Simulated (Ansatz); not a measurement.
# SiNi (Pnma): zone-centre modes under pressure

Aim: how do the optical modes of SiNi (Pnma) move with volume?

Method: DFT PBEsol, scalar-relativistic, plane waves, PAW; PAW set soft_1, in Ansatz 0.2.0.

This is a report of a sequence of runs, with most program output left out.

**1. The starting structure**

It takes space group Pnma (No. 62, orthorhombic). Conventional cell: a = 5.173 Å, b = 3.338 Å, c = 5.605 Å, α = 90.00°, β = 90.00°, γ = 90.00°. Nearest to Si lie 6 Ni at 2.28 to 2.40 Å. Nearest to Ni lie 6 Si at 2.28 to 2.40 Å. Farther neighbours are not listed.

As a file:

```cif
data_structure
_symmetry_space_group_name_H-M 'P 1'
_symmetry_Int_Tables_number 1
_cell_length_a 5.1731
_cell_length_b 3.3381
_cell_length_c 5.6049
_cell_angle_alpha 90.000
_cell_angle_beta 90.000
_cell_angle_gamma 90.000
_cell_volume 96.79
loop_
_atom_site_label
_atom_site_type_symbol
_atom_site_fract_x
_atom_site_fract_y
_atom_site_fract_z
_atom_site_occupancy
Si1 Si 0.32128 0.75000 0.08250 1
Si2 Si 0.17872 0.25000 0.58250 1
Si3 Si 0.82128 0.75000 0.41750 1
Si4 Si 0.67872 0.25000 0.91750 1
Ni5 Ni 0.00779 0.25000 0.18752 1
Ni6 Ni 0.49221 0.75000 0.68752 1
Ni7 Ni 0.50779 0.25000 0.31248 1
Ni8 Ni 0.99221 0.75000 0.81248 1
```

**2. Relaxation**

The cell and atoms are relaxed, since residual forces and stress would shift the frequencies.

The input, input.yaml:

```yaml
crystal:
  lattice:
    - [5.1731, 0.0, 0.0]
    - [0.0, 3.3381, 0.0]
    - [0.0, 0.0, 5.6049]
  atoms:
    - { symbol: Si, position: [0.32128, 0.75, 0.0825] }
    - { symbol: Si, position: [0.17872, 0.25, 0.5825] }
    - { symbol: Si, position: [0.82128, 0.75, 0.4175] }
    - { symbol: Si, position: [0.67872, 0.25, 0.9175] }
    - { symbol: Ni, position: [0.00779, 0.25, 0.18752] }
    - { symbol: Ni, position: [0.49221, 0.75, 0.68752] }
    - { symbol: Ni, position: [0.50779, 0.25, 0.31248] }
    - { symbol: Ni, position: [0.99221, 0.75, 0.81248] }
kpoints:
  mp_grid: { grid: [8, 10, 6] }
hamiltonian:
  xc: pbesol
  pseudopotentials: { kind: paw, azcp: { folder: soft_1 }, xc_functional: pbe }
scf:
  occupations: { method: gaussian, width: 0.1 }
output:
  forces: true
  stress: true
  eigenvalues: true
  write_density: true
  write_potential: true
  elf: true
  volumetric_format: npy
relax:
  adjacent_minimum: "off"
  f_tol: 0.005
  max_steps: 80
  cell: { stress_tol: 0.05 }
```

Launch:

```sh
ansatz run input.yaml --threads 4 --pin off --max-ram 16384MiB --backend cpu --events-out ev --progress --plain --runs-dir out
```

It took 71 s on 4 threads of Arm Neoverse V1, shared host; peak memory 0.75 GiB.

This run has no spin polarisation, although Ni can carry a moment.

Relaxation path:

```
step  energy less that of the first step (eV)  largest force component (eV/Å)  pressure (GPa)  volume (Å³)
   1                                   0.0000                          0.0589           -4.31        96.79
   2                                  -0.0287                          0.0427           -1.91        95.44
   3                                  -0.0386                          0.0302            0.30        94.30
   4                                  -0.0387                          0.0403            0.04        94.40
   5                                  -0.0392                          0.0032            0.02        94.43
  6*                                  -0.0386                          0.0032            0.02        94.43
```

Relaxation steps marked * repeat the geometry before them on a plane-wave basis chosen anew for their cell, so energy and pressure can jump there.

Forces are held to the 8 operations that the run works with; a distortion that breaks them can't arise in this run.

```
conventional cell, symmetrised  before  after  change
                         a (Å)   5.173  5.088  -1.7 %
                         b (Å)   3.338  3.358  +0.6 %
                         c (Å)   5.605  5.527  -1.4 %
              volume (Å³/atom)   12.10  11.80  -2.4 %
```

The atoms that moved most (Å, as changes of fractional coordinates times the final cell):

```
atom      dx     dy      dz  length
 Si2  -0.001  0.000   0.023   0.023
 Si3   0.001  0.000  -0.023   0.023
 Si4  -0.001  0.000  -0.023   0.023
 Si1   0.001  0.000   0.023   0.023
 Ni6  -0.008  0.000  -0.001   0.008
 Ni7   0.008  0.000   0.001   0.008
 Ni8  -0.008  0.000   0.001   0.008
 Ni5   0.008  0.000  -0.001   0.008
```

Final coordinates:

```cif
data_structure
_symmetry_space_group_name_H-M 'P 1'
_symmetry_Int_Tables_number 1
_cell_length_a 5.0877
_cell_length_b 3.3580
_cell_length_c 5.5274
_cell_angle_alpha 90.000
_cell_angle_beta 90.000
_cell_angle_gamma 90.000
_cell_volume 94.43
loop_
_atom_site_label
_atom_site_type_symbol
_atom_site_fract_x
_atom_site_fract_y
_atom_site_fract_z
_atom_site_occupancy
Si1 Si 0.32141 0.75000 0.08658 1
Si2 Si 0.17859 0.25000 0.58658 1
Si3 Si 0.82141 0.75000 0.41342 1
Si4 Si 0.67859 0.25000 0.91342 1
Ni5 Ni 0.00929 0.25000 0.18739 1
Ni6 Ni 0.49071 0.75000 0.68739 1
Ni7 Ni 0.50929 0.25000 0.31261 1
Ni8 Ni 0.99071 0.75000 0.81261 1
```

This step gave:

- pressure: 0.01889 GPa
- volume per atom: 11.80 Å³
- gap on the k-mesh: 0 eV

Valence density in the ac plane at fractional y = 0.250, with atoms of Si and Ni within 0.2 Å of it. It is the smooth field of the valence electrons, not physical close to the nuclei.

Ten steps, logarithmic in the rise over the least value, from '0' (0 e/Å³) to '9' (39 e/Å³), each cell a mean:
```
00000000000110
00000001000110
00000001100000
00000000000000
11000000000000
10001100000000
00001100000000
11111111100000
11111245410000
21111389731011
64111389731125
97311256411148
97310112111138
54100001111124
11000001111111
```
Columns run along a (5.1 Å), rows up along c (5.5 Å). Atoms in or near the plane, at fractional coordinates: Si at (0.18, 0.59), Si at (0.68, 0.91), Ni at (0.01, 0.19), Ni at (0.51, 0.31).

Electrostatic potential energy in the ac plane at fractional y = 0.250, with atoms of Si and Ni within 0.2 Å of it. With pseudopotentials it is smooth inside the atoms' cores, unlike the true potential.

Ten even steps from '_' (-19 eV) to '@' (18 eV), each cell a mean:
```
@@@@@@@@@@@@%%==__==::..##@@
@@@@@@@@@@@@%%==__==::..##@@
@@@@@@@@@@@@@@**..____==%%@@
%%##++**##@@@@%%##++**%%@@@@
**..____==%%@@@@@@@@@@@@@@@@
==__==::..##@@@@@@@@@@@@@@%%
==__==::..##@@@@@@@@@@@@@@%%
##::____==####**##@@@@@@@@@@
%%##****##++::----**@@@@@@@@
++**%%%%##--**@@++==%%@@%%**
==--**%%%%--##@@++==%%%%++--
@@++==%%%%++--==--**%%%%--##
@@++==%%@@%%**++**%%%%##--**
----**@@@@@@@@%%##****##++--
**##@@@@@@@@@@##::____==####
```
Columns run along a (5.1 Å; values clipped at the 3rd and 97th percentile), rows up along c (5.5 Å). Atoms in or near the plane, at fractional coordinates: Si at (0.18, 0.59), Si at (0.68, 0.91), Ni at (0.01, 0.19), Ni at (0.51, 0.31).

ELF in the ac plane at fractional y = 0.250, with atoms of Si and Ni within 0.2 Å of it. It is the smooth field of the valence electrons, not physical close to the nuclei.

Values, 15 rows by 14 columns, each cell a mean:
```
0.24 0.19 0.16 0.10 0.08 0.14 0.34 0.48 0.35 0.39 0.40 0.57 0.65 0.42
0.27 0.21 0.17 0.11 0.08 0.14 0.36 0.51 0.38 0.42 0.38 0.51 0.61 0.42
0.33 0.37 0.35 0.27 0.20 0.22 0.38 0.59 0.55 0.42 0.39 0.51 0.50 0.36
0.49 0.58 0.52 0.44 0.41 0.35 0.35 0.49 0.58 0.52 0.44 0.41 0.35 0.35
0.59 0.55 0.41 0.38 0.51 0.51 0.36 0.32 0.36 0.34 0.26 0.19 0.21 0.38
0.50 0.38 0.42 0.38 0.51 0.61 0.43 0.27 0.21 0.16 0.11 0.08 0.14 0.36
0.49 0.36 0.39 0.40 0.57 0.64 0.41 0.24 0.19 0.16 0.10 0.08 0.14 0.34
0.60 0.60 0.50 0.55 0.66 0.48 0.22 0.16 0.17 0.19 0.19 0.17 0.21 0.38
0.47 0.62 0.67 0.66 0.51 0.26 0.28 0.39 0.27 0.20 0.25 0.28 0.29 0.34
0.23 0.28 0.38 0.45 0.29 0.24 0.66 0.89 0.56 0.21 0.24 0.31 0.23 0.21
0.45 0.28 0.18 0.27 0.22 0.23 0.68 0.91 0.57 0.20 0.23 0.25 0.19 0.33
0.92 0.57 0.20 0.23 0.25 0.19 0.32 0.43 0.27 0.19 0.28 0.22 0.23 0.69
0.88 0.55 0.21 0.24 0.31 0.23 0.21 0.24 0.29 0.39 0.46 0.29 0.24 0.65
0.38 0.26 0.20 0.24 0.28 0.29 0.34 0.48 0.62 0.66 0.66 0.51 0.27 0.27
0.16 0.17 0.19 0.19 0.17 0.21 0.38 0.60 0.60 0.50 0.55 0.66 0.48 0.22
```
Columns run along a (5.1 Å), rows up along c (5.5 Å). Atoms in or near the plane, at fractional coordinates: Si at (0.18, 0.59), Si at (0.68, 0.91), Ni at (0.01, 0.19), Ni at (0.51, 0.31).

In this step the volume went from 12.10 to 11.80 Å³/atom.

**3. Tight relaxation**

Phonons need small forces and stress, so the relaxation is finished with tight tolerances on 8×12×6 k points.

The input, input.yaml:

```yaml
crystal:
  lattice:
    - [5.0877219416, 0.0, 0.0]
    - [0.0, 3.3580197337, 0.0]
    - [0.0, 0.0, 5.5274181506]
  atoms:
    - { symbol: Si, position: [0.3214050015, 0.75, 0.0865826753] }
    - { symbol: Si, position: [0.1785949985, 0.25, 0.5865826753] }
    - { symbol: Si, position: [0.8214050015, 0.75, 0.4134173247] }
    - { symbol: Si, position: [0.6785949985, 0.25, 0.9134173247] }
    - { symbol: Ni, position: [0.0092924689, 0.25, 0.1873945699] }
    - { symbol: Ni, position: [0.4907075311, 0.75, 0.6873945699] }
    - { symbol: Ni, position: [0.5092924689, 0.25, 0.3126054301] }
    - { symbol: Ni, position: [0.9907075311, 0.75, 0.8126054301] }
kpoints:
  mp_grid: { grid: [8, 12, 6] }
hamiltonian:
  xc: pbesol
  pseudopotentials: { kind: paw, azcp: { folder: soft_1 }, xc_functional: pbe }
scf:
  occupations: { method: methfessel_paxton, width: 0.2 }
output:
  forces: true
  stress: true
  eigenvalues: true
relax:
  adjacent_minimum: "off"
  f_tol: 0.001
  max_steps: 60
  cell: { stress_tol: 0.01 }
```

It took 71 s on 4 threads; peak memory 0.8 GiB; 4.6 min of CPU time.

The steps of the relaxation:

```
step  energy less that of the first step (eV)  largest force component (eV/Å)  pressure (GPa)  volume (Å³)
   1                                   0.0000                          0.0082           -0.01        94.43
   2                                  -0.0001                          0.0034           -0.01        94.43
   3                                  -0.0001                          0.0007            0.00        94.42
   4                                  -0.0001                          0.0017            0.00        94.42
   5                                  -0.0001                          0.0001            0.00        94.42
  6*                                  -0.0001                          0.0001            0.00        94.42
```

Relaxation steps marked * repeat the geometry before them on a plane-wave basis chosen anew for their cell, so energy and pressure can jump there.

The run keeps the 8 symmetry operations that it works with, so distortions that break them were not tested.

```
conventional cell, symmetrised  before  after  change
                         a (Å)   5.088  5.088  +0.0 %
                         b (Å)   3.358  3.361  +0.1 %
                         c (Å)   5.527  5.520  -0.1 %
              volume (Å³/atom)   11.80  11.80  -0.0 %
```

This step gave:

```
pressure : 0.001500 GPa
```

The largest force component left is 0.14 meV/Å and the pressure is 0.002 GPa, within the tolerances set. The cell now holds 11.80 Å³/atom.

**4. Modes at rest**

Phonons follow from the second derivative of the energy, found here by linear response.

The modes at rest are the reference of the series.

input.yaml, the sections that differ from step 3:

```yaml
crystal:
  lattice:
    - [5.0884138245, 0.0, 0.0]
    - [0.0, 3.3614094802, 0.0]
    - [0.0, 0.0, 5.5201264167]
  atoms:
    - { symbol: Si, position: [0.3213446718, 0.75, 0.0868637443] }
    - { symbol: Si, position: [0.1786553282, 0.25, 0.5868637443] }
    - { symbol: Si, position: [0.8213446718, 0.75, 0.4131362557] }
    - { symbol: Si, position: [0.6786553282, 0.25, 0.9131362557] }
    - { symbol: Ni, position: [0.0093428295, 0.25, 0.18727988] }
    - { symbol: Ni, position: [0.4906571705, 0.75, 0.68727988] }
    - { symbol: Ni, position: [0.5093428295, 0.25, 0.31272012] }
    - { symbol: Ni, position: [0.9906571705, 0.75, 0.81272012] }
output:
  eigenvalues: true
phonons:
  method: dfpt
# kpoints, hamiltonian, scf: as in step 3
# relax: removed
```

It took 4 min on 4 threads; peak memory 2.9 GiB; 15 min of CPU time.

This step gave:

```
sum-rule residual before enforcement                    : 1.67e-5 eV/Å²
point group                                             : mmm
highest optical mode at the zone centre (no LO-TO term) : 415.1 cm⁻¹
lowest optical zone-centre mode                         : 156.7 cm⁻¹
```

Patterns of degenerate modes are one choice out of their space. The modes at Γ (shares of kinetic energy by element, %):

```
mode  frequency (cm⁻¹)  symmetry  Si %  Ni %
   1               0.0  acoustic    32    68
   2               0.0  acoustic    32    68
   3               0.0  acoustic    32    68
   4             156.7       B1g    26    74
   5             173.6        Au     5    95
   6             191.5       B3u     8    92
   7             206.6       B3g     6    94
   8             206.7        Ag     5    95
   9             224.8        Ag    19    81
  10             227.3       B1u    56    44
  11             232.6       B2g    31    69
  12             264.9       B2g     1    99
  13             286.4       B1u    37    63
  14             299.5        Ag    98     2
  15             301.6       B3u    72    28
  16             304.8        Au    95     5
  17             333.0       B3g    94     6
  18             338.0       B2u    68    32
  19             347.5       B2g    76    24
  20             355.7       B1g    74    26
  21             369.8        Ag    79    21
  22             392.8       B1u    75    25
  23             397.0       B3u    88    12
  24             415.1       B2g    92     8
```

Displacements in mode 4 (156.7 cm⁻¹), the largest set to 1:
```
Si1  0.00  0.85  0.00
Si2  0.00 -0.85  0.00
Si3  0.00  0.85  0.00
Si4  0.00 -0.85  0.00
Ni5  0.00  1.00  0.00
Ni6  0.00 -1.00  0.00
Ni7  0.00  1.00  0.00
Ni8  0.00 -1.00  0.00
```

Displacements in mode 14 (299.5 cm⁻¹), the largest set to 1:
```
Si1 -0.41  0.00  1.00
Si2  0.41  0.00  1.00
Si3 -0.41  0.00 -1.00
Si4  0.41  0.00 -1.00
Ni5  0.10  0.00 -0.06
Ni6 -0.10  0.00 -0.06
Ni7  0.10  0.00  0.06
Ni8 -0.10  0.00  0.06
```

Before it was imposed, the acoustic sum rule was missed by 1.7e-5 eV/Å². Small misses are needed for a sound result but don't prove that mesh and cutoff are converged. The lowest optical mode is real, 157 cm⁻¹.

**5. A member of the series: 1.06 times the volume at rest**

The cell is set to 1.06 times the volume at rest, and shape and atoms relax at that volume.

input.yaml, the sections that differ from step 4:

```yaml
crystal:
  lattice:
    - [5.187823836, 0.0, 0.0]
    - [0.0, 3.4125219535, 0.0]
    - [0.0, 0.0, 5.6532482782]
  atoms:
    - { symbol: Si, position: [0.3192416138, 0.75, 0.0851464222] }
    - { symbol: Si, position: [0.1807583862, 0.25, 0.5851464222] }
    - { symbol: Si, position: [0.8192416138, 0.75, 0.4148535778] }
    - { symbol: Si, position: [0.6807583862, 0.25, 0.9148535778] }
    - { symbol: Ni, position: [0.0075981037, 0.25, 0.189335594] }
    - { symbol: Ni, position: [0.4924018963, 0.75, 0.689335594] }
    - { symbol: Ni, position: [0.5075981037, 0.25, 0.310664406] }
    - { symbol: Ni, position: [0.9924018963, 0.75, 0.810664406] }
output:
  forces: true
  stress: true
  eigenvalues: true
relax:
  adjacent_minimum: "off"
  f_tol: 0.001
  max_steps: 60
  cell: { stress_tol: 0.01, fix: [volume] }
# kpoints, hamiltonian, scf: as in step 4
# phonons: removed
```

The job ended after 57 s (4 threads; peak memory 0.82 GiB).

The steps of the relaxation:

| step | energy less that of the first step (eV) | largest force component (eV/Å) | pressure (GPa) | volume (Å³) |
| --- | --- | --- | --- | --- |
| 1 | 0.0000 | 0.0378 | -9.55 | 100.08 |
| 2 | -0.0009 | 0.0154 | -9.45 | 100.08 |
| 3 | -0.0012 | 0.0019 | -9.35 | 100.08 |
| 4 | -0.0012 | 0.0006 | -9.35 | 100.08 |
| 5* | -0.0012 | 0.0006 | -9.35 | 100.08 |

Relaxation steps marked * repeat the geometry before them on a plane-wave basis chosen anew for their cell, so energy and pressure can jump there.

The run keeps the 8 symmetry operations that it works with, so distortions that break them were not tested.

```csv
"conventional cell, symmetrised",before,after,change
a (Å),5.188,5.186,-0.0 %
b (Å),3.413,3.407,-0.1 %
c (Å),5.653,5.664,+0.2 %
volume (Å³/atom),12.51,12.51,-0.0 %
```

This step gave:

```
pressure        : -9.354 GPa
volume per atom : 12.51 Å³
```

The largest force component left is 0.60 meV/Å, at a pressure of -9.35 GPa.

**6. Modes of this member: 1.06 times the volume at rest**

The zone-centre modes follow for 1.06 times the volume at rest.

input.yaml, the sections that differ from step 5:

```yaml
crystal:
  lattice:
    - [5.1857417907, 0.0, 0.0]
    - [0.0, 3.4074170201, 0.0]
    - [0.0, 0.0, 5.6639910241]
  atoms:
    - { symbol: Si, position: [0.3182144979, 0.75, 0.084451444] }
    - { symbol: Si, position: [0.1817855021, 0.25, 0.584451444] }
    - { symbol: Si, position: [0.8182144979, 0.75, 0.415548556] }
    - { symbol: Si, position: [0.6817855021, 0.25, 0.915548556] }
    - { symbol: Ni, position: [0.0067589009, 0.25, 0.19038262] }
    - { symbol: Ni, position: [0.4932410991, 0.75, 0.69038262] }
    - { symbol: Ni, position: [0.5067589009, 0.25, 0.30961738] }
    - { symbol: Ni, position: [0.9932410991, 0.75, 0.80961738] }
output:
  eigenvalues: true
phonons:
  method: dfpt
# kpoints, hamiltonian, scf: as in step 5
# relax: removed
```

Wall time 3.9 min (4 threads); peak memory 3 GiB.

This step gave:

* sum-rule residual before enforcement: 2.52e-5 eV/Å²
* highest optical mode at the zone centre (no LO-TO term): 384.2 cm⁻¹
* lowest optical zone-centre mode: 143.4 cm⁻¹

Patterns of degenerate modes are one choice out of their space. The modes at Γ (shares of kinetic energy by element, %):

```
mode  frequency (cm⁻¹)  symmetry  Si %  Ni %
   1               0.0  acoustic    32    68
   2               0.0  acoustic    32    68
   3               0.0  acoustic    32    68
   4             143.4       B1g    24    76
   5             153.1        Au     5    95
   6             177.0       B3g     7    93
   7             177.4       B3u     7    93
   8             188.8        Ag     4    96
   9             202.0        Ag    17    83
  10             208.9       B1u    58    42
  11             218.3       B2g    27    73
  12             235.8       B2g     2    98
  13             257.0       B1u    35    65
  14             269.9        Ag    96     4
  15             274.2       B3u    72    28
  16             274.5        Au    95     5
  17             296.6       B3g    93     7
  18             301.6       B2u    68    32
  19             310.4       B1g    76    24
  20             310.5       B2g    79    21
  21             335.9        Ag    82    18
  22             359.8       B1u    75    25
  23             365.3       B3u    89    11
  24             384.2       B2g    93     7
```

The lowest optical mode is real, 143 cm⁻¹, and the highest lies at 384.2 cm⁻¹.

For the highest optical mode at the zone centre (no LO-TO term), step 4 gave 415 cm⁻¹; this run, with volume ratio 1.06, gives 384 cm⁻¹ (-7 %).

(Continued in part 2 of 2.)

[Logs are printed without paths, hosts, clocks, repeated set-up lines and the standing remarks that a program may print on its own settings, such as how far it seeks lower states.]

[Hosts, paths, dates, database ids (printed as entryN), source tags and the programs' standing remarks are cut or masked in the printed files.]
